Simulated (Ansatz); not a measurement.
# ScTeN3 (model cell, started as cubic perovskite with Te in the octahedra): a soft mode frozen in, part 3 of 3

Wanted: the energy along a soft mode of ScTeN3 (model cell, started as cubic perovskite with Te in the octahedra) and the structure at the end.

Ansatz 0.2.0; DFT PBEsol, scalar-relativistic, plane waves, PAW; PAW set soft_1.

So far. Step 4 (The mode frozen in, largest atomic shift 0.6 Å): The run ends at a pressure of -5.80 GPa, with forces up to 0.68 eV/Å. Step 5 (Energy along the mode, all amplitudes (two of the runs …): The lowest of the steps tried is the last one, at 0.6 Å, 315 meV/atom below the parent; the bottom of the well need not coincide with a step.

The structure was built from a prototype and need not be the compound's stable phase.

**6. Relaxing from the distorted cell (continued)**

Electrostatic potential energy in the ac plane of the conventional cell at fractional y = 0.000, with atoms of Sc and Te and N within 0.2 Å of it. With pseudopotentials it is smooth inside the atoms' cores, unlike the true potential.

Ten even steps from '_' (-42 eV) to '@' (17 eV), each cell a mean:
```
@@++==%%@@@@@@@@@@@@@@%%**--%%
==--**%%@@@@@@@@@@@@@@@@##==--
++##%%@@@@@@%%####%%@@@@@@##**
++##@@@@@@##++--==**%%@@@@%%**
..==@@@@%%**..____==##@@@@##::
__--%%@@%%++..____--##@@@@**..
--**@@@@%%**--....++%%@@@@%%==
**%%@@@@@@%%**++**##@@@@@@%%##
==++##@@@@@@@@%%%%@@@@@@%%**==
**==++%%@@@@@@@@@@@@@@@@##--++
@@##--##@@@@@@@@@@@@@@%%++==@@
@@++==%%@@@@@@@@@@@@@@%%**--%%
==--**%%@@@@@@@@@@@@@@@@##==--
++##%%@@@@@@%%####%%@@@@@@##**
++##@@@@@@##++--==**%%@@@@%%**
..==@@@@%%**..____==##@@@@##::
__--%%@@%%++..____--##@@@@**..
--**@@@@%%**--....++%%@@@@%%==
**%%@@@@@@%%**++**##@@@@@@%%##
==++##@@@@@@@@%%%%@@@@@@%%**==
**==++%%@@@@@@@@@@@@@@@@##--++
@@##--##@@@@@@@@@@@@@@%%++==@@
```
Columns run along a (5.4 Å; values clipped at the 3rd and 97th percentile), rows up along c (8.0 Å), edges of the conventional cell, whose origin can differ from the input's. Atoms in or near the plane, at fractional coordinates: Sc at (0.50, 0.75), Sc at (0.50, 0.25), Te at (0.00, 0.00), Te at (0.00, 0.50), N at (0.00, 0.25), N at (0.00, 0.75).

The distorted start has space group I4/mcm; the relaxation ends in I4/mcm.

**7. The new phase in its own primitive cell**

The relaxed structure is symmetrised, reduced to its primitive cell and relaxed tightly, as its phonons need.

The input, input.yaml:

```yaml
crystal:
  lattice:
    - [-2.6866627547, 2.6866627547, 3.9877636857]
    - [2.6866627547, -2.6866627547, 3.9877636857]
    - [2.6866627547, 2.6866627547, -3.9877636857]
  atoms:
    - { symbol: Sc, position: [0.75, 0.25, 0.5] }
    - { symbol: Sc, position: [0.25, 0.75, 0.5] }
    - { symbol: Te, position: [0.0, 0.0, 0.0] }
    - { symbol: Te, position: [0.5, 0.5, 0.0] }
    - { symbol: "N", position: [0.3382525244, 0.8382525244, 0.1765050487] }
    - { symbol: "N", position: [0.6617474756, 0.1617474756, 0.8234949513] }
    - { symbol: "N", position: [0.25, 0.25, 0.0] }
    - { symbol: "N", position: [0.75, 0.75, 0.0] }
    - { symbol: "N", position: [0.8382525244, 0.6617474756, 0.5] }
    - { symbol: "N", position: [0.1617474756, 0.3382525244, 0.5] }
kpoints:
  mp_grid: { grid: [8, 8, 8] }
hamiltonian:
  xc: pbesol
  pseudopotentials: { kind: paw, azcp: { folder: soft_1 }, xc_functional: pbe }
scf:
  occupations: { method: methfessel_paxton, width: 0.2 }
output:
  forces: true
  stress: true
  eigenvalues: true
relax:
  adjacent_minimum: "off"
  f_tol: 0.001
  max_steps: 60
  cell: { stress_tol: 0.01 }
```

The run is started by

```bash
$ ansatz run input.yaml --threads 8 --pin off --max-ram 16384MiB --backend cpu --events-out ev --progress --plain --runs-dir out
```

Numbers of over 12 decimals in the logs are rounded to 6 here.

The program printed:

```text
[...]
Crystal: 10 atoms, lattice volume = 115.137 Å³
Basis set: ecut = 420 eV, 2229 PW (Γ), exchange–correlation on 80×80×80 points (8 copies of the dense FFT grid, shifted against one another)
Bands: 52, of which v1, the nominal top of the filled ones, is band 42 counted from 1 (41 counted from 0)
Symmetry: 16 space group operations
[...]
k-points: 59 of 512
[...]
- { symbol: Te, position: [0.0, 0.0, 0.0] }
    - { symbol: Te, position: [0.500000, 0.500000, 0.0] }
    - { symbol: N, position: [0.338252524375, 0.838253, 0.176505] }
    - { symbol: N, position: [0.661747, 0.161747, 0.82349495125] }
    - { symbol: N, position: [0.250000, 0.250000, 0.0] }
    - { symbol: N, position: [0.750000, 0.750000, 0.0] }
    - { symbol: N, position: [0.838253, 0.661747, 0.5] }
    - { symbol: N, position: [0.161747, 0.338253, 0.5] }
[key lines of the parts left out:]
SCF converged after 6 iterations
Free energy (F): -20295.355112 eV
Fermi energy:    13.062166 eV
P = ⅓ Tr σ = -0.0007 GPa (-0.007 kbar)
```

The job ended after 9.4 s (8 threads of AMD EPYC 7R32 (Zen 2), shared host; peak memory 0.83 GiB).

Little changed from the start: no atom moved by 0.005 Å and no cell edge by 0.1 %.

Numbers from this step:

| Property | Result |
| --- | --- |
| pressure | -7.26e-4 GPa |
| gap on the k-mesh | 0.06268 eV |
| direct gap on mesh | 0.2576 eV |

The largest force component left is 0.24 meV/Å and the pressure is -0.001 GPa, within the tolerances set. The cell now holds 11.51 Å³/atom.

**8. Modes of the new phase, k-mesh 8×8×8**

A relaxed structure may still be a saddle point, so its zone-centre modes are computed. No field response is asked, and the gap on the mesh is small against the smearing.

Changes to input.yaml since step 7:

```diff
@@ -24,9 +24,4 @@
 output:
-  forces: true
-  stress: true
   eigenvalues: true
-relax:
-  adjacent_minimum: "off"
-  f_tol: 0.001
-  max_steps: 60
-  cell: { stress_tol: 0.01 }
+phonons:
+  method: dfpt
```

The program printed:

```text
[...]
Crystal: 10 atoms, lattice volume = 115.137 Å³
Basis set: ecut = 420 eV, 2229 PW (Γ), exchange–correlation on 80×80×80 points (8 copies of the dense FFT grid, shifted against one another)
Bands: 52, of which v1, the nominal top of the filled ones, is band 42 counted from 1 (41 counted from 0)
Symmetry: 16 space group operations
k-points: 260 of 512 (irreducible under 1 space group operation, time reversal used)
[...]
SCF iter   1: F=—  HF=-20299.723488 eV  |F-HF|=—  |Δ(HF+E_count)|=         —  Δρ=9.60e-2  dr2=1.36e1  ethr=3.10e-3  ⟨swp⟩=6.1  Hψ=52034  notcnv=0
[...]
SCF iter  11: F=-20295.355112 eV  HF=-20295.355112 eV  |F-HF|=7.28e-12  |Δ(HF+E_count)|=    0.00e0  S|Δr|=    0.00e0  Δρ=4.57e-8  dr2=3.45e-12  ethr=1.00e-12  ⟨swp⟩=14.9  Hψ=82688  notcnv=0
SCF 1 converged in 11 iterations: F = -20295.355112 eV  dr2 = 3.45e-12
[...]
DFPT response loops at Γ: preconditioner auto → Kerker (q_TF=auto, 2.589 Å⁻¹) (partly filled bands, converged f_vac=0.000); β = 1.00, the filter's whole step (`scf.mixing.beta` (0.50) is not read by the response loops under this deck's `scf.mixing.preconditioner`; to damp them name `kerker` or `kerker_dos`, under which they read `scf.mixing.beta`, and type it under 1.00, their step now; both keys bind the ground state too); Broyden in place of MSR1
SCF converged after 11 iterations
[...]
Free energy (F): -20295.355112 eV
[...]
Internal energy: -20295.368737 eV  (E = F + TS)
E sigma→0 (E₀):  -20295.358518 eV
Entropy (-TS):   0.013625 eV (1.362 meV/atom)
Fermi energy:    13.062166 eV
[...]
--- Band table (eV; the first three rows and the last of 260) ---
  k-point 0: bands = [... 38 lower, 12.7081, 12.7081, 12.8495, 12.8495, 13.1071, 14.7720, 15.7995, 15.9588, ... 6 higher]
  k-point 1: bands = [... 38 lower, 11.9754, 12.5091, 12.6978, 12.9639, 13.7603, 14.9695, 15.7897, 15.9828, ... 6 higher]
  k-point 2: bands = [... 38 lower, 11.8747, 11.9850, 12.6548, 13.0444, 13.8760, 15.3874, 15.7669, 16.0426, ... 6 higher]
  k-point 259: bands = [... 38 lower, 11.4134, 11.9795, 12.8123, 12.8123, 15.4917, 15.5904, 15.6548, 15.7449, ... 6 higher]
--- Phonons (Γ-DFPT): 8 representative perturbations + reference, on 260 of 512 k-points (Σ response iterations 29) ---
  k mesh reduced under 1 symmetry operation, with k and −k counted as one. Each operation leaves every solved perturbation unchanged. A smaller set is not used because it would not reduce the number of displacements times k-points to solve
  ASR residual: 2.987e-5 → 0.000e0 eV/Å²; symmetrization residual: 1.521e-5 eV/Å²
  ASR residual per site (eV/Å²): 1.96e-5 1.96e-5 2.99e-5 2.99e-5 1.99e-5 1.99e-5 1.22e-5 1.22e-5 1.99e-5 1.99e-5
  Γ frequencies (cm⁻¹): -320.41 -320.41 -228.13 -228.13 0.00 0.00 0.00 178.75 186.61 186.61 198.75 215.21 215.21 260.43 260.43 287.11 300.68 366.77 391.84 391.84 418.82 418.82 477.63 562.40 607.07 656.39 720.60 720.60 806.64 844.73
  non-analytic LO–TO correction: not included (Born effective charges unavailable; polar crystals: no LO–TO splitting at Γ)
```

Run time: 5.7 min. Hardware: 8 threads; peak memory 5 GiB.

This step gave:

```yaml
sum_rule_residual_before_enforcement: 2.99e-5 eV/Å²
point_group: 4/mmm
highest_optical_mode_at_the_zone_centre_no_lo_to_term: 844.7 cm⁻¹
lowest_optical_zone_centre_mode: -320.4 cm⁻¹
```

Patterns of degenerate modes are one choice out of their space. The modes at Γ (shares of kinetic energy by element, %) (negative means imaginary):

```
mode  frequency (cm⁻¹)  symmetry  Sc %  Te %  N %
   1            -320.4        Eg    15     0   85
   2            -320.4        Eg    15     0   85
   3            -228.1        Eu    24     0   76
   4            -228.1        Eu    24     0   76
   5               0.0  acoustic    21    59   20
   6               0.0  acoustic    21    59   20
   7               0.0  acoustic    21    59   20
   8             178.8       B2g   100     0    0
   9             186.6        Eg    78     0   22
  10             186.6        Eg    78     0   22
  11             198.8       A2u    78    13    9
  12             215.2        Eu    49    36   15
  13             215.2        Eu    49    36   15
  14             260.4        Eu     5    84   11
  15             260.4        Eu     5    84   11
  16             287.1       A2u     1    24   75
  17             300.7       A1u     0   100    0
  18             366.8       B1u     0     0  100
  19             391.8        Eu     1    16   83
  20             391.8        Eu     1    16   83
  21             418.8        Eg     7     0   93
  22             418.8        Eg     7     0   93
  23             477.6       A1g     0     0  100
  24             562.4       B2g     0     0  100
  25             607.1       B1g     0     0  100
  26             656.4       A2g     0     0  100
  27             720.6        Eu     0     4   95
  28             720.6        Eu     0     4   95
  29             806.6       A2u     0     4   96
  30             844.7       A2g     0     0  100
```

Displacements in mode 2 (-320.4 cm⁻¹), the largest set to 1:
```
Sc1  0.01 -0.27  0.00
Sc2 -0.01  0.27  0.00
Te3  0.00  0.00  0.00
Te4  0.00  0.00  0.00
N5   0.00  0.00 -0.36
N6   0.00  0.00  0.36
N7   0.04  1.00  0.00
N8  -0.04 -1.00  0.00
N9   0.00  0.00  0.40
N10  0.00  0.00 -0.40
```

Displacements in mode 19 (391.8 cm⁻¹), the largest set to 1:
```
Sc1  0.00 -0.11  0.00
Sc2  0.00 -0.11  0.00
Te3  0.19 -0.17  0.00
Te4 -0.19 -0.17  0.00
N5   0.74  0.98  0.00
N6   0.74  0.98  0.00
N7   0.00 -0.07  0.00
N8   0.00 -0.07  0.00
N9  -0.77  1.00  0.00
N10 -0.77  1.00  0.00
```

Before it was imposed, the acoustic sum rule was missed by 3.0e-5 eV/Å². Small misses are needed for a sound result but don't prove that mesh and cutoff are converged. The lowest optical mode is imaginary, 320.4i cm⁻¹, so the energy falls along it.

**9. Results**

```json
{"unstable mode of the parent": "q = (-0.5, -0.5, -0.5), 463i cm⁻¹", "depth at the lowest point sampled": "315 meV/atom", "largest atomic shift at that point": "0.6 Å", "space group reached (within 0.01 Å)": "I4/mcm", "energy gained over the parent (first relaxation, on the mesh of the frozen mode)": "350 meV/atom", "volume per atom, phase reached": "11.5 Å³", "gap on the k-mesh, phase reached": "0.0627 eV", "lowest optical zone-centre mode, phase reached": "-320 cm⁻¹", "highest optical mode at the zone centre (no LO-TO term), phase reached": "845 cm⁻¹"}
```

In words: Along this mode the structure falls into I4/mcm, 350 meV/atom below the parent. At the parent's cell the well is 315.4 meV/atom deep on the steps tried, with its lowest point at a shift of 0.6 Å. That is the last step tried, so the steps alone don't bracket the bottom of the well. Relaxing atoms and cell changes the gain by +34.56 meV/atom against the lowest step (energies at zero smearing). The new phase still has an imaginary mode at the zone centre of its cell, so it is a saddle point on the way to a lower structure. Of the 4 patterns followed to their end from this parent, this one ends 169 meV/atom above the lowest, Imma. Each path keeps the symmetry of its pattern, so a lower phase may lie along a pattern not tried. With no gap, or one that is small against the smearing, the frequencies hang on the k mesh and the smearing, most of all near Kohn anomalies. Spin-orbit coupling is left out, which can matter for the heavy elements here. The PAW files were made for PBE and serve the other functionals too. A phonon run warned that its eigensolver left some bands unconverged in a pass. The starting cell was built on a prototype and not taken from a measurement, so the phase need not exist.

[Logs are printed without paths, hosts, clocks, repeated set-up lines and the standing remarks that a program may print on its own settings, such as how far it seeks lower states.]

[Hosts, paths, dates, database ids (printed as entryN), source tags and the programs' standing remarks are cut or masked in the printed files.]
